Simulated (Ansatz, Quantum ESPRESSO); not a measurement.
# 1T-NbSTe, 1 layer in an electric field, part 4 of 6

How does 1T-NbSTe, 1 layer respond to a gate-like field without added charge?

Quantum ESPRESSO 7.5; plane-wave DFT, PBE, GBRV ultrasoft pseudopotentials; geometry and cross-check by Ansatz 0.2.0 with PAW datasets.

So far. Step 6 (Self-consistent run: field 0.1 V/Å): The dipole goes from -0.0525 to -0.0187 e Å, 0.3383 e Å per V/Å. Step 7 (Potential by pp.x): The slope in the vacuum is 0.100 eV/Å for an applied 0.10 V/Å, as it should be.

### 8. Self-consistent run: field 0.2 V/Å

File f2.in:

```
&control
  prefix = 'f2'
  outdir = './out'
  pseudo_dir = './pseudo'
  calculation = 'scf'
  tprnfor = .true.
  tefield = .true.
  dipfield = .true.
/
&system
  ibrav = 0
  nat = 3
  ntyp = 3
  ecutwfc = 40
  ecutrho = 200
  occupations = 'smearing'
  smearing = 'fd'
  degauss = 0.004
  edir = 3
  emaxpos = 0.97
  eopreg = 0.04
  eamp = 0.00388938
/
&electrons
  conv_thr = 1e-09
  mixing_beta = 0.4
  electron_maxstep = 120
  mixing_mode = 'plain'
  startingpot = 'file'
/
ATOMIC_SPECIES
  Te  127.6000  te_pbe_v1.uspp.F.UPF
  Nb  92.9064  nb_pbe_v1.uspp.F.UPF
  S   32.0600  s_pbe_v1.4.uspp.F.UPF
CELL_PARAMETERS angstrom
  3.53561976890273 0.00000000000000 0.00000000000000
  -1.76780988445136 3.06193653799223 -0.00000000000000
  0.00000000000000 -0.00000000000000 20.27395108310000
ATOMIC_POSITIONS crystal
  Te  0.666666666667 0.333333333333 0.417057240294
  Nb  0.000000000000 -0.000000000000 0.513661972973
  S   0.333333333333 0.666666666667 0.582759017133
K_POINTS automatic
  12 12 1 0 0 0
```

On the command line:

```console
cp -r out/f0.save out/f2.save
OMP_NUM_THREADS=1 mpirun -n 4 pw.x -nk 4 -in f2.in > f2.out
```

What it wrote:

```text
[banner, memory and clock lines left out]
Program PWSCF v.7.5 starts
[...]
number of electrons       =        25.00
     number of Kohn-Sham states=           17
     kinetic-energy cutoff     =      40.0000  Ry
     charge density cutoff     =     200.0000  Ry
[...]
number of k points=    74  Fermi-Dirac smearing, width (Ry)=  0.0040
[...]
Dense  grid:    70637 G-vectors     FFT dimensions: (  32,  32, 180)
[...]
The initial density is read from file :
[...]
negative rho (up, down):  2.729E-03 0.000E+00
[...]
Starting wfcs are   21 randomized atomic wfcs
[...]
negative rho (up, down):  2.708E-03 0.000E+00
[...]
estimated scf accuracy    <       0.06131484 Ry
[...]
negative rho (up, down):  2.730E-03 0.000E+00
[...]
estimated scf accuracy    <       1.15344821 Ry
[...]
negative rho (up, down):  2.720E-03 0.000E+00
[...]
estimated scf accuracy    <       0.00269868 Ry
[...]
negative rho (up, down):  2.719E-03 0.000E+00
[...]
estimated scf accuracy    <       0.00008173 Ry
[...]
negative rho (up, down):  2.721E-03 0.000E+00
[...]
estimated scf accuracy    <       0.00002565 Ry
[...]
negative rho (up, down):  2.721E-03 0.000E+00
[...]
estimated scf accuracy    <       0.00000428 Ry
[...]
negative rho (up, down):  2.721E-03 0.000E+00
[...]
estimated scf accuracy    <       0.00000018 Ry
[...]
negative rho (up, down):  2.721E-03 0.000E+00
[...]
estimated scf accuracy    <       0.00000039 Ry
[...]
negative rho (up, down):  2.721E-03 0.000E+00
[...]
estimated scf accuracy    <       0.00000002 Ry
[...]
negative rho (up, down):  2.721E-03 0.000E+00
[...]
estimated scf accuracy    <          5.0E-09 Ry
[...]
negative rho (up, down):  2.721E-03 0.000E+00
[...]
estimated scf accuracy    <          1.2E-09 Ry
[...]
negative rho (up, down):  2.721E-03 0.000E+00
[...]
Computed dipole along edir(3) :
        Dipole                0.0287 Ry au,          0.0730 Debye
        Dipole field          0.0002 Ry au,
        E field amplitude [Ha a.u.]:  3.8894E-03
        Potential amp.        0.2682 Ry
        Total length         36.7797 bohr
[...]
the Fermi energy is    -0.1644 ev
!    total energy              =    -168.68314802 Ry
     estimated scf accuracy    <          4.3E-11 Ry
     smearing contrib. (-TS)   =      -0.00200006 Ry
     internal energy E=F+TS    =    -168.68114795 Ry
[...]
one-electron contribution =    -821.18735287 Ry
     hartree contribution      =     411.15107497 Ry
     xc contribution           =     -41.29373250 Ry
     ewald contribution        =     282.64907881 Ry
     electric field correction =      -0.00021637 Ry
     convergence has been achieved in  12 iterations
     negative rho (up, down):  2.721E-03 0.000E+00
[...]
Total force =     0.003322     Total SCF correction =     0.000043
[...]
```

Elapsed: 58 s, on 4 MPI ranks of Arm Neoverse V1, shared host; peak memory 0.68 GiB; 3.8 min of CPU time.

This step gave:

| Item | Value |
| --- | --- |
| free energy | -2295.0511 eV |
| energy at zero smearing | -2295.0375 eV |
| Fermi energy | -0.1644 eV |
| dipole along the normal | 0.01520 e·Å |

The dipole goes from -0.0525 to 0.0152 e Å, 0.3386 e Å per V/Å.

### 9. Potential by pp.x

File f2.pot.in:

```
&inputpp
  prefix = 'f2'
  outdir = './out'
  filplot = 'f2.pot.dat'
  plot_num = 11
/
```

On the command line:

```console
OMP_NUM_THREADS=1 mpirun -n 4 pp.x -in f2.pot.in > f2.pot.out
```

The job ended after 1.1 s (4 MPI ranks; peak memory 0.11 GiB).

Numbers from this step:

* slope of the potential above: 0.2000 eV/Å
* upper vacuum line continued to the top atoms, over the Fermi level: 5.009 eV
* slope of the potential below: 0.1999 eV/Å
* lower vacuum line continued to the bottom atoms, over the Fermi level: 4.591 eV

The slope in the vacuum is 0.200 eV/Å for an applied 0.20 V/Å, as it should be.

### 10. Band structure: field 0.2 V/Å

File f2.bands.in:

```
&control
  prefix = 'f2.bands'
  outdir = './out'
  pseudo_dir = './pseudo'
  calculation = 'bands'
  tefield = .true.
  dipfield = .true.
/
&system
  ibrav = 0
  nat = 3
  ntyp = 3
  ecutwfc = 40
  ecutrho = 200
  occupations = 'smearing'
  smearing = 'fd'
  degauss = 0.004
  edir = 3
  emaxpos = 0.97
  eopreg = 0.04
  eamp = 0.00388938
  nbnd = 18
/
&electrons
  conv_thr = 1e-07
  mixing_beta = 0.4
  electron_maxstep = 120
  mixing_mode = 'local-TF'
/
ATOMIC_SPECIES
  Te  127.6000  te_pbe_v1.uspp.F.UPF
  Nb  92.9064  nb_pbe_v1.uspp.F.UPF
  S   32.0600  s_pbe_v1.4.uspp.F.UPF
CELL_PARAMETERS angstrom
  3.53561976890273 0.00000000000000 0.00000000000000
  -1.76780988445136 3.06193653799223 -0.00000000000000
  0.00000000000000 -0.00000000000000 20.27395108310000
ATOMIC_POSITIONS crystal
  Te  0.666666666667 0.333333333333 0.417057240294
  Nb  0.000000000000 -0.000000000000 0.513661972973
  S   0.333333333333 0.666666666667 0.582759017133
K_POINTS crystal_b
4
  0.0000000000 0.0000000000 0.0000000000 14
  0.5000000000 0.0000000000 0.0000000000 14
  0.3333333333 0.3333333333 0.0000000000 14
  0.0000000000 0.0000000000 0.0000000000 1
```

On the command line:

```console
cp -r out/f2.save out/f2.bands.save
cp out/f2.xml out/f2.bands.xml
OMP_NUM_THREADS=1 mpirun -n 4 pw.x -nk 4 -in f2.bands.in > f2.bands.out
```

What it wrote:

```text
[banner, memory and clock lines left out]
Program PWSCF v.7.5 starts
[citation notice left out]

[...]
bravais-lattice index     =            0
     lattice parameter (alat)  =       6.6814  a.u.
     unit-cell volume          =    1481.1421 (a.u.)^3
     number of atoms/cell      =            3
     number of atomic types    =            3
     number of electrons       =        25.00
     number of Kohn-Sham states=           18
     kinetic-energy cutoff     =      40.0000  Ry
     charge density cutoff     =     200.0000  Ry
     Exchange-correlation=  SLA  PW   PBX  PBC
                           (   1   4   3   4   0   0   0)

[...]
PseudoPot. # 1 for Te read from file:
     ./pseudo/te_pbe_v1.uspp.F.UPF
     Pseudo is Ultrasoft + core correction, Zval =  6.0
     Generated by new atomic code, or converted to UPF format
     Using radial grid of  891 points,  5 beta functions with:
                l(1) =   0
                l(2) =   0
                l(3) =   1
                l(4) =   1
                l(5) =   2
     Q(r) pseudized with  6 coefficients,  rinner =    1.800   1.800   1.800
                                                       1.800   1.800

     PseudoPot. # 2 for Nb read from file:
     ./pseudo/nb_pbe_v1.uspp.F.UPF
     Pseudo is Ultrasoft + core correction, Zval = 13.0
     Generated by new atomic code, or converted to UPF format
     Using radial grid of  887 points,  6 beta functions with:
                l(1) =   0
                l(2) =   0
                l(3) =   1
                l(4) =   1
                l(5) =   2
                l(6) =   2
     Q(r) pseudized with  6 coefficients,  rinner =    1.000   1.000   1.000
                                                       1.000   1.000

     PseudoPot. # 3 for S  read from file:
     ./pseudo/s_pbe_v1.4.uspp.F.UPF
     Pseudo is Ultrasoft + core correction, Zval =  6.0
     Generated by new atomic code, or converted to UPF format
     Using radial grid of  907 points,  6 beta functions with:
                l(1) =   0
                l(2) =   0
                l(3) =   1
                l(4) =   1
                l(5) =   2
                l(6) =   2
     Q(r) pseudized with  8 coefficients,  rinner =    1.300   1.300   1.300
                                                       1.300   1.300

     atomic species   valence    mass     pseudopotential
     Te                6.00   127.60000     Te( 1.00)
     Nb               13.00    92.90640     Nb( 1.00)
     S                 6.00    32.06000     S ( 1.00)

     No symmetry found

[...]
number of k points=    43  Fermi-Dirac smearing, width (Ry)=  0.0040
[...]
Dense  grid:    70637 G-vectors     FFT dimensions: (  32,  32, 180)

     Smooth grid:    50765 G-vectors     FFT dimensions: (  27,  27, 160)

     The potential is recalculated from file :
     ./out/f2.bands.save/charge-density

     negative rho (up, down):  2.721E-03 0.000E+00

     Adding external electric field

     Computed dipole along edir(3) :
        Dipole                0.0287 Ry au,          0.0730 Debye
        Dipole field          0.0002 Ry au,

        E field amplitude [Ha a.u.]:  3.8894E-03
        Potential amp.        0.2682 Ry
        Total length         36.7797 bohr

     Starting wfcs are   21 randomized atomic wfcs

     Band Structure Calculation
     Davidson diagonalization with overlap

     ethr =  4.00E-10,  avg # of iterations = 43.2

     End of band structure calculation

          k = 0.0000 0.0000 0.0000 (  6377 PWs)   bands (ev):

   -55.8122 -31.8645 -31.8168 -31.8168 -13.7270 -12.5155  -5.4533  -3.5579
    -3.5579  -2.8329  -0.2176  -0.2176   0.2838   0.5191   0.5191   2.7092
     3.5830   3.5830

          k = 0.0357 0.0206 0.0000 (  6361 PWs)   bands (ev):

   -55.8120 -31.8640 -31.8195 -31.8174 -13.7144 -12.5057  -5.4343  -3.6292
    -3.5519  -2.7702  -0.3223  -0.2884   0.1717   0.5890   0.6440   2.7306
     3.4729   3.5620

[...]
```

Run time: 22 s. Hardware: 4 MPI ranks; peak memory 0.32 GiB; 87 s of CPU time.

Band numbers count within the set of bands kept for display. The electronic bands at the labelled points (eV, zero at the Fermi level; # counts the bands kept):

| point | #3 | #4 | #5 | #6 | #7 | #8 | #9 | #10 |
| --- | --- | --- | --- | --- | --- | --- | --- | --- |
| Γ | -3.39 | -2.67 | -0.05 | -0.05 | 0.45 | 0.68 | 0.68 | 2.87 |
| halfway | -3.27 | -3.19 | -2.01 | -0.94 | -0.32 | 1.07 | 1.44 | 2.97 |
| M | -3.67 | -3.40 | -2.50 | -0.96 | -0.76 | 1.59 | 1.88 | 3.41 |
| halfway | -3.59 | -3.53 | -2.65 | -2.48 | 0.10 | 1.44 | 1.60 | 2.92 |
| K | -4.59 | -3.23 | -3.13 | -2.90 | 0.85 | 1.02 | 1.06 | 3.17 |
| halfway | -3.74 | -3.05 | -2.16 | -1.72 | 0.02 | 0.86 | 1.69 | 2.71 |
| Γ | -3.39 | -2.67 | -0.05 | -0.05 | 0.45 | 0.68 | 0.68 | 2.87 |

Upper empty bands that drop with the field can be states of the vacuum, held by the sawtooth; they depend on the cell's width.

### 11. Self-consistent run: field -0.2 V/Å

f3.in is the input of step 8 with these lines changed:

```diff
@@ -1,3 +1,3 @@
 &control
-  prefix = 'f2'
+  prefix = 'f3'
   outdir = './out'
@@ -21,3 +21,3 @@
   eopreg = 0.04
-  eamp = 0.00388938
+  eamp = -0.00388938
 /
```

On the command line:

```console
cp -r out/f0.save out/f3.save
OMP_NUM_THREADS=1 mpirun -n 4 pw.x -nk 4 -in f3.in > f3.out
```

What it wrote:

```text
[banner, memory and clock lines left out]
Program PWSCF v.7.5 starts
[...]
number of electrons       =        25.00
     number of Kohn-Sham states=           17
     kinetic-energy cutoff     =      40.0000  Ry
     charge density cutoff     =     200.0000  Ry
[...]
number of k points=    74  Fermi-Dirac smearing, width (Ry)=  0.0040
[...]
Dense  grid:    70637 G-vectors     FFT dimensions: (  32,  32, 180)
[...]
The initial density is read from file :
[...]
negative rho (up, down):  2.729E-03 0.000E+00
[...]
Starting wfcs are   21 randomized atomic wfcs
[...]
negative rho (up, down):  2.728E-03 0.000E+00
[...]
estimated scf accuracy    <       0.06092086 Ry
[...]
negative rho (up, down):  2.692E-03 0.000E+00
[...]
estimated scf accuracy    <       0.99735013 Ry
[...]
negative rho (up, down):  2.702E-03 0.000E+00
[...]
estimated scf accuracy    <       0.00053519 Ry
[...]
negative rho (up, down):  2.711E-03 0.000E+00
[...]
estimated scf accuracy    <       0.00007395 Ry
[...]
negative rho (up, down):  2.719E-03 0.000E+00
[...]
estimated scf accuracy    <       0.00003704 Ry
[...]
negative rho (up, down):  2.726E-03 0.000E+00
[...]
estimated scf accuracy    <       0.00000416 Ry
[...]
negative rho (up, down):  2.728E-03 0.000E+00
[...]
estimated scf accuracy    <       0.00000005 Ry
[...]
negative rho (up, down):  2.730E-03 0.000E+00
[...]
estimated scf accuracy    <       0.00000003 Ry
[...]
negative rho (up, down):  2.731E-03 0.000E+00
[...]
Computed dipole along edir(3) :
        Dipole               -0.2270 Ry au,         -0.5769 Debye
        Dipole field         -0.0019 Ry au,
        E field amplitude [Ha a.u.]: -3.8894E-03
        Potential amp.       -0.1445 Ry
        Total length         36.7797 bohr
[...]
the Fermi energy is    -0.1642 ev
!    total energy              =    -168.68469147 Ry
     estimated scf accuracy    <          7.4E-10 Ry
     smearing contrib. (-TS)   =      -0.00201050 Ry
     internal energy E=F+TS    =    -168.68268097 Ry
[...]
one-electron contribution =    -821.37391364 Ry
     hartree contribution      =     411.33985950 Ry
     xc contribution           =     -41.29637724 Ry
     ewald contribution        =     282.64907881 Ry
     electric field correction =      -0.00132840 Ry
     convergence has been achieved in   9 iterations
     negative rho (up, down):  2.731E-03 0.000E+00
[...]
Total force =     0.001631     Total SCF correction =     0.000074
[...]
```

The job ended after 48 s (4 MPI ranks; peak memory 0.72 GiB; 3.2 min of CPU time).

Read from the output:

* free energy: -2295.0721 eV
* energy at zero smearing: -2295.0585 eV
* Fermi energy: -0.1642 eV
* dipole along the normal: -0.1201 e·Å

The dipole goes from -0.0525 to -0.1201 e Å, 0.3379 e Å per V/Å.

### 12. Potential by pp.x

File f3.pot.in:

```
&inputpp
  prefix = 'f3'
  outdir = './out'
  filplot = 'f3.pot.dat'
  plot_num = 11
/
```

On the command line:

```console
OMP_NUM_THREADS=1 mpirun -n 4 pp.x -in f3.pot.in > f3.pot.out
```

Run time: 1.1 s. Hardware: 4 MPI ranks; peak memory 0.11 GiB.

This step gave:

| Quantity | Value |
| --- | --- |
| slope of the potential above | -0.2000 eV/Å |
| upper vacuum line continued to the top atoms, over the Fermi level | 5.384 eV |
| slope of the potential below | -0.2000 eV/Å |
| lower vacuum line continued to the bottom atoms, over the Fermi level | 4.049 eV |

The slope in the vacuum is -0.200 eV/Å for an applied -0.20 V/Å, as it should be.

Each curve counts from the Fermi level of its own run.

The runs together. Table of potential energy by z:

| z (Å) | potential at 0 V/Å (eV) | potential at 0.1 V/Å (eV) | potential at 0.2 V/Å (eV) | potential at -0.2 V/Å (eV) |
| --- | --- | --- | --- | --- |
| 0 | 4.54 | 4.19 | 3.85 | 5.23 |
| 1 | 4.32 | 3.71 | 3.10 | 5.54 |
| 2 | 4.32 | 3.81 | 3.30 | 5.34 |
| 3 | 4.32 | 3.91 | 3.50 | 5.14 |
| 4 | 4.32 | 4.01 | 3.70 | 4.94 |
| 5 | 4.31 | 4.10 | 3.89 | 4.74 |
| 6 | 4.25 | 4.13 | 4.02 | 4.48 |
| 7 | 3.19 | 3.16 | 3.12 | 3.27 |
| 8 | 11.6 | 11.6 | 11.6 | 11.6 |
| 9 | 7.57 | 7.56 | 7.56 | 7.57 |
| 10 | -14.1 | -14.1 | -14.1 | -14.1 |
| 11 | -10.1 | -10.1 | -10.1 | -10.1 |
| 12 | -9.08 | -9.07 | -9.06 | -9.10 |
| 13 | 4.22 | 4.26 | 4.31 | 4.14 |
| 14 | 5.16 | 5.28 | 5.41 | 4.90 |
| 15 | 5.19 | 5.42 | 5.64 | 4.75 |
| 16 | 5.19 | 5.52 | 5.85 | 4.55 |
| 17 | 5.19 | 5.62 | 6.05 | 4.35 |
| 18 | 5.19 | 5.72 | 6.25 | 4.15 |
| 19 | 5.19 | 5.82 | 6.45 | 3.95 |
| 20 | 4.83 | 4.96 | 5.08 | 4.59 |

### 13. Band structure: field -0.2 V/Å

f3.bands.in is the input of step 10 with these lines changed:

```diff
@@ -1,3 +1,3 @@
 &control
-  prefix = 'f2.bands'
+  prefix = 'f3.bands'
   outdir = './out'
@@ -20,3 +20,3 @@
   eopreg = 0.04
-  eamp = 0.00388938
+  eamp = -0.00388938
   nbnd = 18
```

On the command line:

```console
cp -r out/f3.save out/f3.bands.save
cp out/f3.xml out/f3.bands.xml
OMP_NUM_THREADS=1 mpirun -n 4 pw.x -nk 4 -in f3.bands.in > f3.bands.out
```

What it wrote:

```text
[banner, memory and clock lines left out]
Program PWSCF v.7.5 starts
[citation notice left out]

[...]
bravais-lattice index     =            0
     lattice parameter (alat)  =       6.6814  a.u.
     unit-cell volume          =    1481.1421 (a.u.)^3
     number of atoms/cell      =            3
     number of atomic types    =            3
     number of electrons       =        25.00
     number of Kohn-Sham states=           18
     kinetic-energy cutoff     =      40.0000  Ry
     charge density cutoff     =     200.0000  Ry
     Exchange-correlation=  SLA  PW   PBX  PBC
                           (   1   4   3   4   0   0   0)

[...]
PseudoPot. # 1 for Te read from file:
     ./pseudo/te_pbe_v1.uspp.F.UPF
     Pseudo is Ultrasoft + core correction, Zval =  6.0
     Generated by new atomic code, or converted to UPF format
     Using radial grid of  891 points,  5 beta functions with:
                l(1) =   0
                l(2) =   0
                l(3) =   1
                l(4) =   1
                l(5) =   2
     Q(r) pseudized with  6 coefficients,  rinner =    1.800   1.800   1.800
                                                       1.800   1.800

     PseudoPot. # 2 for Nb read from file:
     ./pseudo/nb_pbe_v1.uspp.F.UPF
     Pseudo is Ultrasoft + core correction, Zval = 13.0
     Generated by new atomic code, or converted to UPF format
     Using radial grid of  887 points,  6 beta functions with:
                l(1) =   0
                l(2) =   0
                l(3) =   1
                l(4) =   1
                l(5) =   2
                l(6) =   2
     Q(r) pseudized with  6 coefficients,  rinner =    1.000   1.000   1.000
                                                       1.000   1.000

     PseudoPot. # 3 for S  read from file:
     ./pseudo/s_pbe_v1.4.uspp.F.UPF
     Pseudo is Ultrasoft + core correction, Zval =  6.0
     Generated by new atomic code, or converted to UPF format
     Using radial grid of  907 points,  6 beta functions with:
                l(1) =   0
                l(2) =   0
                l(3) =   1
                l(4) =   1
                l(5) =   2
                l(6) =   2
     Q(r) pseudized with  8 coefficients,  rinner =    1.300   1.300   1.300
                                                       1.300   1.300

     atomic species   valence    mass     pseudopotential
     Te                6.00   127.60000     Te( 1.00)
     Nb               13.00    92.90640     Nb( 1.00)
     S                 6.00    32.06000     S ( 1.00)

     No symmetry found

[...]
number of k points=    43  Fermi-Dirac smearing, width (Ry)=  0.0040
[...]
Dense  grid:    70637 G-vectors     FFT dimensions: (  32,  32, 180)

     Smooth grid:    50765 G-vectors     FFT dimensions: (  27,  27, 160)

     The potential is recalculated from file :
     ./out/f3.bands.save/charge-density

     negative rho (up, down):  2.731E-03 0.000E+00

     Adding external electric field

     Computed dipole along edir(3) :
        Dipole               -0.2270 Ry au,         -0.5769 Debye
        Dipole field         -0.0019 Ry au,

        E field amplitude [Ha a.u.]: -3.8894E-03
        Potential amp.       -0.1445 Ry
        Total length         36.7797 bohr

     Starting wfcs are   21 randomized atomic wfcs

     Band Structure Calculation
     Davidson diagonalization with overlap

     ethr =  4.00E-10,  avg # of iterations = 48.6

     End of band structure calculation

          k = 0.0000 0.0000 0.0000 (  6377 PWs)   bands (ev):

   -55.8072 -31.8585 -31.8130 -31.8130 -13.7459 -12.4947  -5.4595  -3.5684
    -3.5684  -2.7971  -0.2167  -0.2167   0.2515   0.5262   0.5262   3.5099
     3.5887   3.5887

          k = 0.0357 0.0206 0.0000 (  6361 PWs)   bands (ev):

   -55.8070 -31.8580 -31.8156 -31.8136 -13.7335 -12.4846  -5.4403  -3.6385
    -3.5626  -2.7358  -0.3208  -0.2866   0.1512   0.5954   0.6389   3.4704
     3.5407   3.5675

[...]
```

Elapsed: 22 s, on 4 MPI ranks; peak memory 0.32 GiB.

Band numbers count within the set of bands kept for display. The electronic bands at the labelled points (eV, zero at the Fermi level; # counts the bands kept):

| point | #3 | #4 | #5 | #6 | #7 | #8 | #9 | #10 |
| --- | --- | --- | --- | --- | --- | --- | --- | --- |
| Γ | -3.40 | -2.63 | -0.05 | -0.05 | 0.42 | 0.69 | 0.69 | 3.67 |
| halfway | -3.29 | -3.18 | -1.98 | -0.93 | -0.33 | 1.09 | 1.44 | 2.95 |
| M | -3.70 | -3.42 | -2.46 | -0.94 | -0.78 | 1.59 | 1.89 | 3.47 |
| halfway | -3.61 | -3.53 | -2.65 | -2.46 | 0.11 | 1.45 | 1.61 | 2.92 |
| K | -4.57 | -3.24 | -3.17 | -2.86 | 0.87 | 1.03 | 1.06 | 3.17 |
| halfway | -3.74 | -3.05 | -2.15 | -1.70 | 0.03 | 0.86 | 1.70 | 2.70 |
| Γ | -3.40 | -2.63 | -0.05 | -0.05 | 0.42 | 0.69 | 0.69 | 3.67 |

Upper empty bands that drop with the field can be states of the vacuum, held by the sawtooth; they depend on the cell's width.

(Continued in part 5 of 6.)

[Logs are printed without paths, hosts, clocks, repeated set-up lines and the standing remarks that a program may print on its own settings, such as how far it seeks lower states.]

[Hosts, paths, dates, database ids (printed as entryN), source tags and the programs' standing remarks are cut or masked in the printed files.]

[Maps of the electrostatic potential energy from Ansatz leave out the sawtooth potential of an applied field or a dipole correction, so their vacuum need not be flat; planar profiles and work functions include it.]
